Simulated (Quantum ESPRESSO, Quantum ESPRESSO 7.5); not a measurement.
# Work function and surface energy of Zr(0001) against thickness

Wanted: a thickness series of Zr(0001), driven from Python.

Method: plane-wave DFT, PBE, GBRV ultrasoft pseudopotentials, in Quantum ESPRESSO 7.5.

The experiments to compare with:

For Zr (polycrystalline sample, no single face), “Anisotropic work function of elemental crystals” (2019, arxiv:1902.07811) quotes earlier work: work function, loosely compared (polycrystalline sample, no single face) 4.05 eV.

### Step 1. The starting structure

The cell holds 8 atoms: 8 Zr. Cell: a = 3.230 Å, b = 3.230 Å, c = 33.009 Å, α = 90.0°, β = 90.0°, γ = 60.0°. It derives from Zr. Vacuum lies along c.

Coordinates:

```
CELL_PARAMETERS angstrom
3.23000 0.00000 0.00000
1.61500 2.79726 0.00000
0.00000 0.00000 33.00887
ATOMIC_POSITIONS crystal
Zr 0.66667 0.66667 0.22721
Zr 0.00000 0.00000 0.30515
Zr 0.66667 0.66667 0.38309
Zr 0.00000 0.00000 0.46103
Zr 0.66667 0.66667 0.53897
Zr 0.00000 0.00000 0.61691
Zr 0.66667 0.66667 0.69485
Zr 0.00000 0.00000 0.77279
```

### Step 2. The script

ASE writes the inputs, starts pw.x and reads the results. Under ESM bc1 the zero of energy of a symmetric slab is the vacuum, so the work function is minus the Fermi level.

run.py

```python
import json
import numpy as np
from ase.build import hcp0001
from ase.calculators.espresso import Espresso, EspressoProfile

profile = EspressoProfile(command='mpirun -n 4 pw.x -nk 4', pseudo_dir='../pseudo')
pseudopotentials = {'Zr': 'zr_pbe_v1.uspp.F.UPF'}
system = {'ecutwfc': 40, 'ecutrho': 200, 'occupations': 'smearing', 'smearing': 'mv', 'degauss': 0.02}


def calculator(name, kpts, **extra):
    data = dict(control=dict(tprnfor=True, verbosity='high', disk_io='none'),
                system=system | extra,
                electrons=dict(conv_thr=1e-07, mixing_beta=0.4, mixing_mode='local-TF',
                               electron_maxstep=100))
    return Espresso(profile=profile, directory=name, pseudopotentials=pseudopotentials, kpts=kpts, input_data=data)


def centre(atoms):
    z = atoms.positions[:, 2]
    atoms.positions[:, 2] -= (z.max() + z.min()) / 2  # ESM wants the slab about z = 0
    return atoms


rows = []
for n in [2, 4, 6, 8]:
    slab = centre(hcp0001('Zr', size=(1, 1, n), a=3.23, c=5.14539, vacuum=7.5, periodic=True))
    slab.set_initial_magnetic_moments([0.0] * n)
    slab.calc = calculator(f'n{n}', (12, 12, 1), assume_isolated='esm', esm_bc='bc1')
    energy = slab.get_potential_energy()
    work = -slab.calc.get_fermi_level()
    force = slab.get_forces()[-1, 2]
    rows.append([n, energy, work, force])
    print(f'{n} layers: E = {energy:.5f} eV, work function {work:.3f} eV, force on the top atom {force:+.3f} eV/A')

n, energy = np.array(rows)[:, :2].T
slope, offset = np.polyfit(n[1:], energy[1:], 1)
area = np.linalg.norm(np.cross(*slab.cell[:2]))
gamma = offset / (2 * area) * 16.0218
print(f'bulk energy from the slope {slope:.5f} eV an atom; unrelaxed surface energy {gamma:.3f} J/m^2')
json.dump(dict(rows=rows, slope=slope, gamma=gamma), open('result.json', 'w'))
```

Run with:

```bash
OMP_NUM_THREADS=1 python run.py
```

Standard output:

```text
2 layers: E = -2696.23062 eV, work function 4.240 eV, force on the top atom -0.910 eV/A
4 layers: E = -5394.27587 eV, work function 4.168 eV, force on the top atom -0.429 eV/A
6 layers: E = -8092.38233 eV, work function 4.181 eV, force on the top atom -0.460 eV/A
8 layers: E = -10790.47749 eV, work function 4.180 eV, force on the top atom -0.470 eV/A
bulk energy from the slope -1349.05040 eV an atom; unrelaxed surface energy 1.706 J/m^2
```

It took 8.6 min on 4 MPI ranks of Arm Neoverse V2, shared host; peak memory 1 GiB; 34 min of CPU time.

The input that ASE wrote for the first run, and its log:

```
&CONTROL
   verbosity        = 'high'
   tprnfor          = .true.
   disk_io          = 'none'
   pseudo_dir       = '../pseudo'
/
&SYSTEM
   ecutwfc          = 40
   ecutrho          = 200
   occupations      = 'smearing'
   degauss          = 0.02
   smearing         = 'mv'
   assume_isolated  = 'esm'
   esm_bc           = 'bc1'
   ntyp             = 1
   nat              = 2
   ibrav            = 0
/
&ELECTRONS
   electron_maxstep = 100
   conv_thr         = 1e-07
   mixing_mode      = 'local-TF'
   mixing_beta      = 0.4
/
&IONS
/
&CELL
/
&FCP
/
&RISM
/
ATOMIC_SPECIES
Zr 91.224 zr_pbe_v1.uspp.F.UPF

K_POINTS automatic
12 12 1  0 0 0

CELL_PARAMETERS angstrom
3.23000000000000 0.00000000000000 0.00000000000000
1.61500000000000 2.79726205422374 0.00000000000000
0.00000000000000 0.00000000000000 17.57269500000000

ATOMIC_POSITIONS angstrom
Zr -0.0000000000 1.8648413695 -1.2863475000  
Zr 0.0000000000 0.0000000000 1.2863475000
```

```text
Program PWSCF v.7.5 starts

     Parallel version (MPI & OpenMP), running on       4 processor cores
     Number of MPI processes:                 4
     Threads/MPI process:                     1

     MPI processes distributed on     1 nodes

Warning: card &CELL ignored
Warning: card &FCP ignored
Warning: card &RISM ignored

     Current dimensions of program PWSCF are:
     Max number of different atomic species (ntypx) = 10
     Max number of k-points (npk) =  40000
     Max angular momentum in pseudopotentials (lmaxx) =  4
     Message from routine setup:
     using ibrav=0 with symmetry is DISCOURAGED, use correct ibrav instead

     K-points division:     npool     =       4
     Subspace diagonalization in iterative solution of the eigenvalue problem:
     a serial algorithm will be used

     G-vector sticks info
     --------------------
     sticks:   dense  smooth     PW     G-vecs:    dense   smooth      PW
     Sum         511     421    121                51215    36709    6387

     Using Slab Decomposition

     bravais-lattice index     =            0
     lattice parameter (alat)  =       6.1038  a.u.
     unit-cell volume          =    1071.4469 (a.u.)^3
     number of atoms/cell      =            2
     number of atomic types    =            1
     number of electrons       =        24.00
     number of Kohn-Sham states=           16
     kinetic-energy cutoff     =      40.0000  Ry
     charge density cutoff     =     200.0000  Ry
     scf convergence threshold =      1.0E-07
     mixing beta               =       0.4000
     number of iterations used =            8  local-TF  mixing
     Exchange-correlation= SLA  PW   PBE  PBE
                           (   1   4   3   4   0   0   0)

     Effective Screening Medium Method
     =================================
     Boundary Conditions: Vacuum-Slab-Vacuum
     total charge in unit cell        =   0.0000
     grid points for fit at edges     =        4

[... 10 lines left out ...]
     PseudoPot. # 1 for Zr read from file:
     ../pseudo/zr_pbe_v1.uspp.F.UPF
     Pseudo is Ultrasoft + core correction, Zval = 12.0
     Generated by new atomic code, or converted to UPF format
     Using radial grid of  887 points,  6 beta functions with:
                l(1) =   0
                l(2) =   0
                l(3) =   1
                l(4) =   1
                l(5) =   2
                l(6) =   2
     Q(r) pseudized with  6 coefficients,  rinner =    1.200   1.200   1.200
                                                       1.200   1.200

     atomic species   valence    mass     pseudopotential
     Zr               12.00    91.22400     Zr( 1.00)

     12 Sym. Ops., with inversion, found ( 6 have fractional translation)

                                    s                        frac. trans.

      isym =  1     identity

 cryst.   s( 1) = (     1          0          0      )
[... 255 lines left out ...]
     estimated scf accuracy    <       0.28030422 Ry

[... 211 lines left out ...]
     iteration # 32     ecut=    40.00 Ry     beta= 0.40

---- Real-time Memory Report at c_bands before calling an iterative solver
           122 MiB given to the printing process from OS
            60 MiB allocation reported by mallinfo(arena+hblkhd)
------------------

     total energy              =    -198.16931153 Ry
     estimated scf accuracy    <       0.00000011 Ry

     iteration # 33     ecut=    40.00 Ry     beta= 0.40

---- Real-time Memory Report at c_bands before calling an iterative solver
           122 MiB given to the printing process from OS
            60 MiB allocation reported by mallinfo(arena+hblkhd)
------------------

     End of self-consistent calculation

          k = 0.0000 0.0000 0.0000 (  4579 PWs)   bands (ev):

   -53.3086 -53.2339 -31.6026 -31.1137 -30.9422 -30.9422 -30.8737 -30.8737
    -8.9265  -7.5244  -4.3962  -3.9736  -3.4817  -3.3629  -3.3629  -3.1391

     occupation numbers
     1.0000   1.0000   1.0000   1.0000   1.0000   1.0000   1.0000   1.0000
     1.0000   1.0000   0.8166   0.0316   0.0000   0.0000   0.0000   0.0000

[... 108 lines left out ...]

     the Fermi energy is    -4.2403 ev

!    total energy              =    -198.16931308 Ry
     estimated scf accuracy    <          8.4E-09 Ry
     smearing contrib. (-TS)   =      -0.00169924 Ry
     internal energy E=F+TS    =    -198.16761384 Ry

     The total energy is F=E-TS. E is the sum of the following terms:
     one-electron contribution =     632.37723425 Ry
     hartree contribution      =    -323.32612543 Ry
     xc contribution           =     -35.32022590 Ry
     ewald contribution        =    -471.89849677 Ry

     convergence has been achieved in  33 iterations

     negative rho (up, down):  1.257E-01 0.000E+00

     Forces acting on atoms (cartesian axes, Ry/au):

     atom    1 type  1   force =     0.00000000    0.00000000    0.03539881
     atom    2 type  1   force =     0.00000000    0.00000000   -0.03539881
     The non-local contrib.  to forces
     atom    1 type  1   force =    -0.00000000   -0.00000000    0.05492229
     atom    2 type  1   force =     0.00000000    0.00000000   -0.05492229
     The ionic contribution  to forces
     atom    1 type  1   force =     0.00000000   -0.00000000  -55.57713342
     atom    2 type  1   force =    -0.00000000    0.00000000   55.57713342
     The local contribution  to forces
     atom    1 type  1   force =    -0.00000000   -0.00000000   55.56443531
     atom    2 type  1   force =    -0.00000000    0.00000000  -55.56444457
     The core correction contribution to forces
     atom    1 type  1   force =    -0.00000000    0.00000000   -0.00720885
     atom    2 type  1   force =     0.00000000   -0.00000000    0.00720885
     The Hubbard contrib.    to forces
     atom    1 type  1   force =     0.00000000    0.00000000    0.00000000
     atom    2 type  1   force =     0.00000000    0.00000000    0.00000000
     The SCF correction term to forces
     atom    1 type  1   force =     0.00000000    0.00000000    0.00037886
     atom    2 type  1   force =     0.00000000    0.00000000   -0.00037884

     Total force =     0.050061     Total SCF correction =     0.000536
     Message from routine punch:
     Nothing written, as per user request (disk_io='none')

=------------------------------------------------------------------------------=
   JOB DONE.
=------------------------------------------------------------------------------=
```

Read from the output:

- surface energy: 1.706 J/m²
- work function of the thickest slab: 4.180 eV

Table of work function by layers:

| layers | work function (eV) |
| --- | --- |
| 2.00 | 4.24 |
| 4.00 | 4.17 |
| 6.00 | 4.18 |
| 8.00 | 4.18 |

Table of force on the top atom along the normal by layers:

| layers | force on the top atom along the normal (eV/Å) |
| --- | --- |
| 2.00 | -0.910 |
| 4.00 | -0.429 |
| 6.00 | -0.460 |
| 8.00 | -0.470 |

The energy less the bulk line's slope by layers:

```csv
layers,energy less the bulk line's slope (meV)
2.00,1870
4.00,1926
6.00,1920
8.00,1926
```

### Step 3. The script: LDA, GBRV ultrasoft

Level of this step: plane-wave DFT, LDA, GBRV ultrasoft pseudopotentials (Quantum ESPRESSO 7.5).

run.py is the input of step 2 with these lines changed:

```diff
@@ -6,3 +6,3 @@
 profile = EspressoProfile(command='mpirun -n 4 pw.x -nk 4', pseudo_dir='../pseudo')
-pseudopotentials = {'Zr': 'zr_pbe_v1.uspp.F.UPF'}
+pseudopotentials = {'Zr': 'zr_lda_v1.uspp.F.UPF'}
 system = {'ecutwfc': 40, 'ecutrho': 200, 'occupations': 'smearing', 'smearing': 'mv', 'degauss': 0.02}
```

Run with:

```bash
OMP_NUM_THREADS=1 python run.py
```

Standard output:

```text
2 layers: E = -2699.77279 eV, work function 4.447 eV, force on the top atom -1.284 eV/A
4 layers: E = -5401.66499 eV, work function 4.381 eV, force on the top atom -0.787 eV/A
6 layers: E = -8103.61428 eV, work function 4.394 eV, force on the top atom -0.835 eV/A
8 layers: E = -10805.55112 eV, work function 4.390 eV, force on the top atom -0.851 eV/A
bulk energy from the slope -1350.97153 eV an atom; unrelaxed surface energy 1.968 J/m^2
```

It took 7.4 min on 4 MPI ranks; peak memory 1 GiB; 30 min of CPU time.

Numbers from this step:

| Quantity | Value |
| --- | --- |
| surface energy | 1.968 J/m² |
| work function of the thickest slab | 4.390 eV |

Table of work function by layers:

| layers | work function (eV) |
| --- | --- |
| 2.00 | 4.45 |
| 4.00 | 4.38 |
| 6.00 | 4.39 |
| 8.00 | 4.39 |

The force on the top atom along the normal by layers:

```csv
layers,force on the top atom along the normal (eV/Å)
2.00,-1.28
4.00,-0.787
6.00,-0.835
8.00,-0.851
```

The energy less the bulk line's slope by layers:

| layers | energy less the bulk line's slope (meV) |
| --- | --- |
| 2.00 | 2170 |
| 4.00 | 2221 |
| 6.00 | 2215 |
| 8.00 | 2221 |

### Step 4. The arithmetic

γ = (E_N − N e_bulk)/(2A). The excess of the thickest slab is 1.926 eV and A = 9.035 Å²: 1.926/(2 × 9.035) × 16.02 = 1.71 J/m² (1 eV/Å² = 16.02 J/m²); the fit's intercept gives 1.71.

### Step 5. Outcome

* work function of the thickest slab, PBE, GBRV ultrasoft: 4.18 eV
* unrelaxed surface energy, PBE, GBRV ultrasoft: 1.71 J/m²
* work function of the thickest slab, LDA, GBRV ultrasoft: 4.39 eV
* unrelaxed surface energy, LDA, GBRV ultrasoft: 1.97 J/m²

The thickest slab gives a work function of 4.18 eV and the series an unrelaxed surface energy of 1.71 J/m² (PBE, GBRV ultrasoft). The work function swings by 0.07 eV over 2 to 8 layers and by 0.00 eV over the last step; confined states crossing the Fermi level and the finite mesh both contribute. From 2 layers on it stays within 0.1 eV. The force on the top atom of the thickest slab points inwards (0.47 eV/Å). The slabs are cut from the bulk at the tabulated lattice constant and not relaxed; the surface energy comes from a straight line through the energies of all but the thinnest slab.

Comparison with the measured values:

| quantity | measured | PBE, GBRV | LDA, GBRV |
| --- | --- | --- | --- |
| work function, loosely compared (polycrystalline sample, no single face) (eV) | 4.05 | 4.18 (+0.13 eV) | 4.39 (+0.34 eV) |

Measured values from arxiv:1902.07811 (2019).

How well it matches: For the work function of the polycrystal, of the levels listed nearest comes PBE, GBRV (+0.13 eV) and farthest LDA, GBRV (+0.34 eV). For work function of the polycrystal the calculation has a static lattice, without zero-point motion or thermal motion. A polycrystal averages over faces, so this is a loose comparison.

[Long decimals in the printed logs are rounded to 6 places.]

[Repeated lines of the later SCF iterations (solver, time, negative density, dipole) and banner, clock, host and MPI lines are left out of these logs without a mark at each place.]

[Logs are printed without paths, hosts, clocks, repeated set-up lines and the standing remarks that a program may print on its own settings, such as how far it seeks lower states.]

[Hosts, paths, dates, database ids (printed as entryN), source tags and the programs' standing remarks are cut or masked in the printed files.]

[Maps of the electrostatic potential energy from Ansatz leave out the sawtooth potential of an applied field or a dipole correction, so their vacuum need not be flat; planar profiles and work functions include it.]
